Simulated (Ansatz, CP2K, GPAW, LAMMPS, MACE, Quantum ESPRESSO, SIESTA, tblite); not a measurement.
## Finding the fault: CP2K, liquid Zn38Se23S15 at 2640 K (76 atoms)

Program: CP2K 2026.2, a calculation on a cell of 38 Zn, 23 Se and 15 S, 22.3 Å³ an atom.

input.inp reads:

```
&GLOBAL
  PROJECT cell
  RUN_TYPE ENERGY_FORCE
  PRINT_LEVEL LOW
&END GLOBAL
&FORCE_EVAL
  METHOD QS
  STRESS_TENSOR ANALYTICAL
  &DFT
    BASIS_SET_FILE_NAME BASIS_MOLOPT
    POTENTIAL_FILE_NAME GTH_POTENTIALS
    &MGRID
      CUTOFF 800
      REL_CUTOFF 50
      NGRIDS 5
    
    &QS
      EPS_DEFAULT 1.0E-12
    &END QS
    &SCF
      SCF_GUESS ATOMIC
      EPS_SCF 1.0E-06
      MAX_SCF 50
      ADDED_MOS 14
      &DIAGONALIZATION
        ALGORITHM STANDARD
      &END DIAGONALIZATION
      &SMEAR ON
        METHOD FERMI_DIRAC
        ELECTRONIC_TEMPERATURE [K] 580
      &END SMEAR
      &MIXING
        METHOD BROYDEN_MIXING
        ALPHA 0.3
        NBROYDEN 8
      &END MIXING
      &PRINT
        &RESTART OFF
        &END RESTART
      &END PRINT
    &END SCF
    &XC
      &XC_FUNCTIONAL PBE
      &END XC_FUNCTIONAL
    &END XC
    &PRINT
      &MULLIKEN ON
      &END MULLIKEN
      &HIRSHFELD ON
        SHAPE_FUNCTION DENSITY
      &END HIRSHFELD
      &MO ON
        EIGENVALUES T
        OCCUPATION_NUMBERS T
        MO_INDEX_RANGE 331 354
        &EACH
          QS_SCF 0
        &END EACH
        ADD_LAST NUMERIC
      &END MO
    &END PRINT
  &END DFT
  &SUBSYS
    &CELL
      A 11.92180 0.00000 0.00000
      B 0.00000 11.92180 0.00000
      C 0.00000 0.00000 11.92180
    &END CELL
    &COORD
      Zn 4.15510 0.18658 2.17299
      Zn 1.25620 3.37661 6.90189
      Zn 10.52361 0.83548 10.49154
      Zn 3.91130 11.19898 9.86839
      Zn 11.35146 8.08620 11.43968
      Zn 6.87161 10.19707 2.98403
      Zn 0.06855 7.89879 8.57702
      Zn 6.31176 1.44671 7.16548
      Zn 2.51145 8.88365 5.52516
      Zn 3.96603 6.08048 9.52087
[... 62 atom lines left out ...]
      S 11.48594 5.45136 5.86350
      S 5.05842 9.25895 2.05496
      S 3.44540 10.42752 7.62936
      S 3.80484 2.77778 2.29840
    &END COORD
    &KIND Zn
      BASIS_SET DZVP-MOLOPT-SR-GTH-q12
      POTENTIAL GTH-PBE-q12
    &END KIND
    &KIND Se
      BASIS_SET DZVP-MOLOPT-SR-GTH-q6
      POTENTIAL GTH-PBE-q6
    &END KIND
    &KIND S
      BASIS_SET DZVP-MOLOPT-SR-GTH-q6
      POTENTIAL GTH-PBE-q6
    &END KIND
  &END SUBSYS
  &PRINT
    &FORCES ON
    &END FORCES
    &STRESS_TENSOR ON
    &END STRESS_TENSOR
  &END PRINT
&END FORCE_EVAL
```

Started as:

```sh
$ OMP_NUM_THREADS=2 cp2k.psmp -i input.inp > output.txt
```

The log of the run:

```text
Possible matches for unknown subsection
 QS
   keyword NGRIDS in section %__ROOT__%FORCE_EVAL%DFT%MGRID score:  105
   keyword NGRIDS in section %__ROOT__%FORCE_EVAL%PROPERTIES%TDDFPT%MGRID score:  105
   keyword NGRIDS in section %__ROOT__%FORCE_EVAL%PROPERTIES%RIXS%TDDFPT%MGRID score:  105
   keyword CUTOFF in section %__ROOT__%FORCE_EVAL%DFT%MGRID score:  104
   subsection RS_GRID in section %__ROOT__%FORCE_EVAL%DFT%MGRID score:  104
 *   ___                                                                       *
 *  /   \                                                                      *
 * [ABORT]                                                                     *
 *  \___/                 unknown subsection QS of section MGRID               *
 *    |                                                                        *
 *  O/|                                                                        *
 * /| |                                                                        *
```

The job ended after 0.61 s (2 threads of Arm Neoverse V2, shared host; peak memory 0.14 GiB).

Banners, paths, timers and routine set-up lines are dropped from the logs unmarked, and long logs keep their key lines alone; longer cuts are marked.

Q: Find the fault and mend it.

A section left open: &END MGRID left out. Mend: put back the line &END MGRID.

The program stopped at the start.

[Also dropped from logs without a mark: logging warnings of Python, and SIESTA's first energy breakdown and zero terms.]

[Logs are printed without paths, hosts, clocks, repeated set-up lines and the standing remarks that a program may print on its own settings, such as how far it seeks lower states.]

[Hosts, paths, dates, database ids (printed as entryN), source tags and the programs' standing remarks are cut or masked in the printed files.]
